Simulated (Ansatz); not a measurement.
# ZrCdS3 (model cell, started as cubic perovskite with Zr in the octahedra): relaxing the cell for a phonon run

Wanted: the relaxed cell of ZrCdS3 (model cell, started as cubic perovskite with Zr in the octahedra).

Method: DFT PBEsol, scalar-relativistic, plane waves, PAW; PAW set soft_1, in Ansatz 0.2.0.

The structure was built from a prototype and need not be the compound's stable phase.

## Step 1: The starting structure

The structure is cubic, space group Pm-3m (No. 221). The conventional cell has a = 5.018 Å, b = 5.018 Å, c = 5.018 Å, α = 90.00°, β = 90.00°, γ = 90.00°. Cd has 12 S at 3.55 Å nearest. Nearest to Zr lie 6 S at 2.51 Å. S has 2 Zr at 2.51 Å nearest. Farther neighbours and most contacts between anions are not listed.

## Step 2: A coarse first look

First a cheap look: the gap decides the mesh and the occupations, the pressure tells how far the cell has to move.

Input file input.yaml:

```yaml
crystal:
  lattice:
    - [5.0176, 0.0, 0.0]
    - [0.0, 5.0176, 0.0]
    - [0.0, 0.0, 5.0176]
  atoms:
    - { symbol: Cd, position: [0.0, 0.0, 0.0] }
    - { symbol: Zr, position: [0.5, 0.5, 0.5] }
    - { symbol: S, position: [0.5, 0.5, 0.0] }
    - { symbol: S, position: [0.5, 0.0, 0.5] }
    - { symbol: S, position: [0.0, 0.5, 0.5] }
kpoints:
  mp_grid: { grid: [4, 4, 4] }
hamiltonian:
  xc: pbesol
  pseudopotentials: { kind: paw, azcp: { folder: soft_1 }, xc_functional: pbe }
scf:
  occupations: { method: gaussian, width: 0.1 }
output:
  forces: true
  stress: true
  eigenvalues: true
```

On the command line:

```bash
$ ansatz run input.yaml --threads 8 --pin off --max-ram 16384MiB --backend cpu --events-out ev --progress --plain --runs-dir out
```

Numbers of over 12 decimals in the logs are rounded to 6 here.

What it wrote:

```text
Engine: ansatz 0.2.0, x86_64-unknown-linux-gnu
Pseudopotentials: kind: paw
Pseudopotential: Cd, paw, valence charge 20, recommended cutoff 420 eV (normal), soft_1/Cd.paw.azcp
Pseudopotential: Zr, paw, valence charge 12, recommended cutoff 420 eV (normal), soft_1/Zr.paw.azcp
Pseudopotential: S, paw, valence charge 6, recommended cutoff 420 eV (normal), soft_1/S.paw.azcp
Functional definition: PBEsol
[...]
k-point 0: bands = [... 21 lower, 5.5032, 5.5032, 5.9848, 5.9848, 5.9848, 7.2084, 7.2084, 7.2084, ... 1 higher]
  k-point 1: bands = [... 21 lower, 4.8253, 5.3437, 5.8821, 5.8821, 6.4662, 7.2304, 8.4330, 8.4330, ... 1 higher]
  k-point 2: bands = [... 21 lower, 4.0342, 5.1987, 5.9246, 5.9246, 7.2527, 7.4953, 9.3806, 9.5004, ... 1 higher]
  k-point 9: bands = [... 21 lower, 2.7395, 4.9941, 6.6532, 6.6532, 6.6532, 9.8623, 9.8623, 9.8623, ... 1 higher]
[key lines of the parts left out:]
SCF converged after 9 iterations
Free energy (F): -14970.240671 eV
Fermi energy:    6.334421 eV
P = ⅓ Tr σ = -3.8647 GPa (-38.647 kbar)
```

The job ended after 0.62 s (8 threads of AMD EPYC 7B13 (Zen 3), shared host; peak memory 0.52 GiB).

This step gave:

| Item | Value |
| --- | --- |
| pressure | -3.865 GPa |
| volume per atom | 25.26 Å³ |
| gap on the k-mesh | 0 eV |

The coarse mesh shows no gap and a pressure of -3.9 GPa.

## Step 3: Bringing the structure to rest

The cell and atoms are relaxed, since residual forces and stress would shift the frequencies.

Edit input.yaml of step 2 so:

```diff
@@ -12,3 +12,3 @@
 kpoints:
-  mp_grid: { grid: [4, 4, 4] }
+  mp_grid: { grid: [8, 8, 8] }
 hamiltonian:
@@ -22 +22,10 @@
   eigenvalues: true
+  write_density: true
+  write_potential: true
+  elf: true
+  volumetric_format: npy
+relax:
+  adjacent_minimum: "off"
+  f_tol: 0.005
+  max_steps: 80
+  cell: { stress_tol: 0.05 }
```

What it wrote:

```text
[...]
Crystal: 5 atoms, lattice volume = 126.325 Å³
Basis set: ecut = 420 eV, 2517 PW (Γ), exchange–correlation on 72×72×72 points (8 copies of the dense FFT grid, shifted against one another)
Bands: 30, of which v1, the nominal top of the filled ones, is band 25 counted from 1 (24 counted from 0)
Symmetry: 48 space group operations
[...]
k-points: 35 of 512
[...]
SCF iter   1: F=—  HF=-14971.180221 eV  |F-HF|=—  |Δ(HF+E_count)|=         —  Δρ=3.63e-2  dr2=3.58e0  ethr=3.10e-3  ⟨swp⟩=6.3  Hψ=4742  notcnv=0
[...]
SCF iter  10: F=-14970.280115 eV  HF=-14970.280115 eV  |F-HF|=1.42e-10  |Δ(HF+E_count)|=   8.95e-9  Δρ=8.09e-7  dr2=8.37e-10  ethr=2.00e-10  ⟨swp⟩=8.9  Hψ=6463  notcnv=0
SCF 1 converged in 10 iterations: F = -14970.280115 eV  dr2 = 8.37e-10
[...]
relax step   1: F+E_penalty+E_count = -14970.28011529 eV  Δ(F+E_penalty+E_count) = +0.000e0 eV  max|allowed force component| = 5.417e-29 eV/Å  Δτ_max = 0.0000 Å  P = -3.883 GPa  Ω = 126.325 Å³  (10 SCF iters, dr2 threshold 1.00e-7 eV, accepted)
Crystal: 5 atoms, lattice volume = 117.611 Å³
Basis set: ecut = 420 eV, 2325 PW (Γ), exchange–correlation on 72×72×72 points (8 copies of the dense FFT grid, shifted against one another)
[...]
iter 1 solved again at ethr=2.18e-4 eV; its pass at ethr=3.10e-3 eV (dr2=1.09e-1 eV) is discarded
[...]
SCF iter   7: F=-14970.367742 eV  HF=-14970.367742 eV  |F-HF|=1.13e-7  |Δ(HF+E_count)|=   4.57e-7  Δρ=1.41e-5  dr2=3.28e-7  ethr=1.00e-9  ⟨swp⟩=13.2  Hψ=9313  notcnv=0
SCF 2 converged in 7 iterations: F = -14970.367742 eV  dr2 = 3.28e-7
  Residual-converged pass: ⟨swp⟩=1.0  Hψ=1190  notcnv=0  max |occ|·‖R‖ = 7.0e-9 eV (tolerance 1.0e-8 eV)  dr2=3.28e-7  dr2_onsite=2.61e-8  max |Δocc| = 2.4e-11
relax step   2: F+E_penalty+E_count = -14970.36774172 eV  Δ(F+E_penalty+E_count) = -8.763e-2 eV  max|allowed force component| = 2.682e-29 eV/Å  Δτ_max = 0.0000 Å  P = +1.010 GPa  Ω = 117.611 Å³  energy of the carried Pulay correction = +8.128e-4 eV  (7 SCF iters, dr2 threshold 5.00e-7 eV, accepted)
Crystal: 5 atoms, lattice volume = 119.309 Å³
[...]
SCF iter   6: F=-14970.372325 eV  HF=-14970.372325 eV  |F-HF|=1.79e-8  |Δ(HF+E_count)|=   1.79e-7  Δρ=7.58e-6  dr2=4.76e-8  ethr=4.53e-10  ⟨swp⟩=9.1  Hψ=8346  notcnv=0
SCF 3 converged in 6 iterations: F = -14970.372325 eV  dr2 = 4.76e-8
relax step   3: F+E_penalty+E_count = -14970.37232526 eV  Δ(F+E_penalty+E_count) = -4.584e-3 eV  max|allowed force component| = 2.861e-29 eV/Å  Δτ_max = 0.0000 Å  P = -0.100 GPa  Ω = 119.309 Å³  energy of the carried Pulay correction = +6.498e-4 eV  (6 SCF iters, dr2 threshold 5.00e-7 eV, accepted)
[...]
relax step   4: F+E_penalty+E_count = -14970.37238985 eV  Δ(F+E_penalty+E_count) = -6.458e-5 eV  max|allowed force component| = 3.734e-30 eV/Å  Δτ_max = 0.0000 Å  P = -0.002 GPa  Ω = 119.154 Å³  energy of the carried Pulay correction = +6.646e-4 eV  (6 SCF iters, dr2 threshold 2.51e-8 eV, accepted)
[...]
SCF iter   1: F=—  HF=-14970.371715 eV  |F-HF|=—  |Δ(HF+E_count)|=         —  Δρ=5.67e-5  dr2=5.21e-7  ethr=1.25e-6  ⟨swp⟩=3.3  Hψ=7371  notcnv=0
eigensolver tolerance schedule: the retry pair's looser diagonalisation over-reported the residual by 1202.45 of it (diagonalisation noise at 0.95 of the residual, at the tolerance the schedule requests for it); recorded, not acted on — ethr = c·dr2/N_el stays at c = 1.0e-1
[...]
SCF iter   2: F=—  HF=-14970.371722 eV  |F-HF|=—  |Δ(HF+E_count)|=   7.15e-6  Δρ=2.83e-5  dr2=1.47e-7  ethr=1.04e-9  ⟨swp⟩=3.5  Hψ=2463  notcnv=0
[...]
SCF iter   6: F=-14970.371722 eV  HF=-14970.371722 eV  |F-HF|=0.00e0  |Δ(HF+E_count)|=  1.82e-12  Δρ=1.93e-8  dr2=9.46e-13  ethr=1.00e-12  ⟨swp⟩=5.1  Hψ=4883  notcnv=0
SCF 5 converged in 6 iterations: F = -14970.371722 eV  dr2 = 9.46e-13
relax step   5: F+E_penalty+E_count = -14970.37172239 eV  Δ(F+E_penalty+E_count) = +6.675e-4 eV  max|allowed force component| = 4.891e-30 eV/Å  Δτ_max = 0.0000 Å  P = -0.002 GPa  Ω = 119.154 Å³  stress off target by 2.17e-3 GPa  SCF on the basis re-selected at this cell (its energy is not comparable with the rows above)  (6 SCF iters)
basis re-selected at this cell: Δ(F+E_penalty+E_count) = +6.675e-4 eV, ΔP = +0.000 GPa vs the last step (what re-selecting the basis moved, of the pressure what is left beyond the Pulay correction that the steps carried, after the strain that the cell walked since its last selection, with what the two solves' SCF thresholds leave and, on support functions, any second-order correction that the steps lacked; it is no m [...]
SCF converged after 6 iterations
Free energy (F): -14970.371722 eV
[...]
Internal energy: -14970.351838 eV  (E = F + TS)
E sigma→0 (E₀):  -14970.361780 eV
Entropy (-TS):   -0.019884 eV (-3.977 meV/atom)
Fermi energy:    7.115199 eV
[...]
--- Stress (GPa, compression-positive) ---
       -0.002166       0.000000      -0.000000
        0.000000      -0.002166       0.000000
       -0.000000       0.000000      -0.002166
  P = ⅓ Tr σ = -0.0022 GPa (-0.022 kbar)
--- Band table (eV; the first three rows and the last of 35) ---
  k-point 0: bands = [... 21 lower, 6.0996, 6.0996, 6.7068, 6.7068, 6.7068, 7.8604, 7.8604, 7.8604, ... 1 higher]
  k-point 1: bands = [... 21 lower, 5.8752, 6.0464, 6.6013, 6.6013, 6.6705, 7.8675, 8.3327, 8.3327, ... 1 higher]
  k-point 2: bands = [... 21 lower, 5.3953, 5.9250, 6.5780, 6.5780, 7.2439, 7.8846, 9.2084, 9.2084, ... 1 higher]
  k-point 34: bands = [... 21 lower, 3.2518, 5.6803, 7.3602, 7.3602, 7.3602, 10.7734, 10.7734, 10.7734, ... 1 higher]
--- Relaxed structure (4 steps of the walk, 4 accepted, 1 SCFs on fresh bases) ---
  F+E_penalty+E_count = -14970.37172239 eV   max|allowed force component| = 4.891e-30 eV/Å   (the final SCF, on the basis selected at the relaxed cell)
  cell:  # Å, volume = 119.1542 Å³
    - [4.920808, 0, 0]
    - [0, 4.920808, 0.0]
    - [0.0, 0.0, 4.920808]
  atoms:
    - { symbol: Cd, position: [0, 0, 0] }
    - { symbol: Zr, position: [0.5, 0.5, 0.5] }
    - { symbol: S, position: [0.5, 0.5, 0] }
    - { symbol: S, position: [0.5, 0, 0.5] }
    - { symbol: S, position: [0, 0.5, 0.5] }
```

Elapsed: 5.4 s, on 8 threads; peak memory 0.66 GiB.

The steps of the relaxation:

```
step  energy less that of the first step (eV)  largest force component (eV/Å)  pressure (GPa)  volume (Å³)
   1                                   0.0000                          0.0000           -3.88       126.32
   2                                  -0.0876                          0.0000            1.01       117.61
   3                                  -0.0922                          0.0000           -0.10       119.31
   4                                  -0.0923                          0.0000            0.00       119.15
  5*                                  -0.0916                          0.0000            0.00       119.15
```

Relaxation steps marked * repeat the geometry before them on a plane-wave basis chosen anew for their cell, so energy and pressure can jump there.

Forces are held to the 48 operations that the run works with; a distortion that breaks them can't arise in this run.

```
conventional cell, symmetrised  before  after  change
                         a (Å)   5.018  4.921  -1.9 %
                         b (Å)   5.018  4.921  -1.9 %
                         c (Å)   5.018  4.921  -1.9 %
              volume (Å³/atom)   25.26  23.83  -5.7 %
```

The relaxed structure:

```xyz
5
Lattice="4.9208 0.0000 0.0000 0.0000 4.9208 0.0000 0.0000 0.0000 4.9208" Properties=species:S:1:pos:R:3 pbc="T T T"
Cd    0.0000    0.0000    0.0000
Zr    2.4604    2.4604    2.4604
S     2.4604    2.4604    0.0000
S     2.4604    0.0000    2.4604
S     0.0000    2.4604    2.4604
```

Numbers from this step:

```yaml
pressure: -0.002166 GPa
volume_per_atom: 23.83 Å³
```

Valence density in the ac plane at fractional y = 0.500, with atoms of Zr and S within 0.2 Å of it. It is the smooth field of the valence electrons, not physical close to the nuclei.

Ten even steps from '0' (0.0 e/Å³) to '9' (4.1 e/Å³), each cell a mean:
```
00001221210000
00000122210000
00000011100000
00000011000000
11000133200011
22111489720122
02211699931121
12211599831122
22100256410012
10000011100001
00000011100000
00000122100000
00000222210000
00001210210000
```
Columns run along a (4.9 Å), rows up along c (4.9 Å). Atoms in or near the plane, at fractional coordinates: Zr at (0.50, 0.50), S at (0.50, 0.00), S at (0.00, 0.50).

ELF in the ac plane at fractional y = 0.500, with atoms of Zr and S within 0.2 Å of it. It is the smooth field of the valence electrons, not physical close to the nuclei.

Values, 14 rows by 14 columns, each cell a mean:
```
0.02 0.04 0.16 0.52 0.80 0.78 0.37 0.21 0.57 0.84 0.71 0.34 0.08 0.02
0.09 0.07 0.10 0.34 0.71 0.84 0.81 0.78 0.84 0.81 0.56 0.20 0.07 0.08
0.39 0.28 0.16 0.18 0.43 0.66 0.73 0.74 0.71 0.58 0.30 0.14 0.20 0.34
0.73 0.66 0.45 0.20 0.15 0.23 0.31 0.33 0.28 0.19 0.15 0.30 0.56 0.71
0.83 0.84 0.75 0.40 0.12 0.32 0.58 0.64 0.49 0.18 0.19 0.58 0.81 0.84
0.41 0.73 0.84 0.52 0.26 0.68 0.73 0.69 0.76 0.49 0.28 0.71 0.84 0.57
0.03 0.50 0.84 0.56 0.37 0.76 0.51 0.30 0.69 0.64 0.33 0.74 0.78 0.21
0.17 0.61 0.84 0.54 0.32 0.73 0.63 0.51 0.73 0.58 0.31 0.73 0.81 0.37
0.72 0.82 0.81 0.47 0.17 0.51 0.73 0.76 0.68 0.32 0.23 0.66 0.84 0.78
0.81 0.78 0.61 0.28 0.10 0.17 0.32 0.37 0.26 0.12 0.15 0.43 0.71 0.80
0.56 0.45 0.25 0.16 0.28 0.47 0.54 0.56 0.52 0.40 0.20 0.18 0.34 0.52
0.18 0.13 0.10 0.25 0.61 0.81 0.84 0.84 0.84 0.75 0.45 0.16 0.10 0.16
0.04 0.04 0.13 0.45 0.78 0.82 0.61 0.50 0.73 0.84 0.66 0.28 0.07 0.04
0.02 0.04 0.18 0.56 0.81 0.72 0.17 0.03 0.41 0.83 0.73 0.39 0.09 0.02
```
Columns run along a (4.9 Å), rows up along c (4.9 Å). Atoms in or near the plane, at fractional coordinates: Zr at (0.50, 0.50), S at (0.50, 0.00), S at (0.00, 0.50).

Electrostatic potential energy in the ac plane at fractional y = 0.500, with atoms of Zr and S within 0.2 Å of it. With pseudopotentials it is smooth inside the atoms' cores, unlike the true potential.

Ten even steps from '0' (-49 eV) to '9' (12 eV), each cell a mean:
```
99998422269999
99999743589999
99999887899999
99999877889999
67898643578986
23787200158852
32586100037732
22686200047842
35887421268874
88998766789998
99999888899999
99999865789999
99998522379999
99998323269999
```
Columns run along a (4.9 Å; values clipped at the 3rd and 97th percentile), rows up along c (4.9 Å). Atoms in or near the plane, at fractional coordinates: Zr at (0.50, 0.50), S at (0.50, 0.00), S at (0.00, 0.50).

In this step the volume went from 25.26 to 23.83 Å³/atom.

## Step 4: Relaxing to small forces for the phonons

Phonons need a cell at rest on their own settings, so the relaxation is repeated with tight tolerances on forces and stress, using the mesh and the filling of the phonon run that follows.

input.yaml, the sections that differ from step 3:

```yaml
crystal:
  lattice:
    - [4.9208081223, 0.0, 0.0]
    - [0.0, 4.9208081223, 0.0]
    - [0.0, 0.0, 4.9208081223]
  atoms:
    - { symbol: Cd, position: [0.0, 0.0, 0.0] }
    - { symbol: Zr, position: [0.5, 0.5, 0.5] }
    - { symbol: S, position: [0.5, 0.5, 0.0] }
    - { symbol: S, position: [0.5, 0.0, 0.5] }
    - { symbol: S, position: [0.0, 0.5, 0.5] }
scf:
  occupations: { method: methfessel_paxton, width: 0.2 }
output:
  forces: true
  stress: true
  eigenvalues: true
relax:
  adjacent_minimum: "off"
  f_tol: 0.001
  max_steps: 60
  cell: { stress_tol: 0.01 }
# kpoints, hamiltonian: as in step 3
```

What it wrote:

```text
[...]
Crystal: 5 atoms, lattice volume = 119.154 Å³
Basis set: ecut = 420 eV, 2325 PW (Γ), exchange–correlation on 72×72×72 points (8 copies of the dense FFT grid, shifted against one another)
Bands: 30, of which v1, the nominal top of the filled ones, is band 25 counted from 1 (24 counted from 0)
[... 1 set-up line as in the run before ...]
[...]
k-points: 35 of 512
[...]
--- Relaxed structure (2 steps of the walk, 2 accepted, 1 SCFs on fresh bases) ---
[...]
cell:  # Å, volume = 119.1280 Å³
    - [4.920448, 0, 0.0]
    - [0, 4.920448, 0]
    - [0.0, 0, 4.920448]
  atoms:
    - { symbol: Cd, position: [0, 0, 0] }
    - { symbol: Zr, position: [0.5, 0.5, 0.5] }
    - { symbol: S, position: [0.5, 0.5, 0] }
    - { symbol: S, position: [0.5, 0, 0.5] }
    - { symbol: S, position: [0, 0.5, 0.5] }
[key lines of the parts left out:]
SCF converged after 7 iterations
Free energy (F): -14970.366091 eV
Fermi energy:    7.115321 eV
P = ⅓ Tr σ = 0.0024 GPa (0.024 kbar)
```

Run time: 2.9 s. Hardware: 8 threads; peak memory 0.64 GiB; 19 s of CPU time.

Little changed from the start: no atom moved by 0.005 Å and no cell edge by 0.1 %.

This step gave:

```
pressure : 0.002376 GPa
```

The forces vanish by symmetry and the pressure is 0.002 GPa, within the tolerances set. The cell now holds 23.83 Å³/atom.

## Step 5: What came out

| Item | Value |
| --- | --- |
| space group after relaxation (within 0.01 Å) | Pm-3m |
| lattice constant a | 4.920 Å |
| lattice constant b | 4.920 Å |
| lattice constant c | 4.920 Å |
| volume per atom | 23.8 Å³ |

In words: The forces vanish by symmetry and the pressure is 0.002 GPa, within the tolerances set. The cell now holds 23.83 Å³/atom. The relaxation keeps the symmetry of its start, so it says nothing on stability against lower symmetry. The PAW files were made for PBE and serve the other functionals too. The starting cell was built on a prototype and not taken from a measurement, so the phase need not exist.

[Logs are printed without paths, hosts, clocks, repeated set-up lines and the standing remarks that a program may print on its own settings, such as how far it seeks lower states.]

[Hosts, paths, dates, database ids (printed as entryN), source tags and the programs' standing remarks are cut or masked in the printed files.]
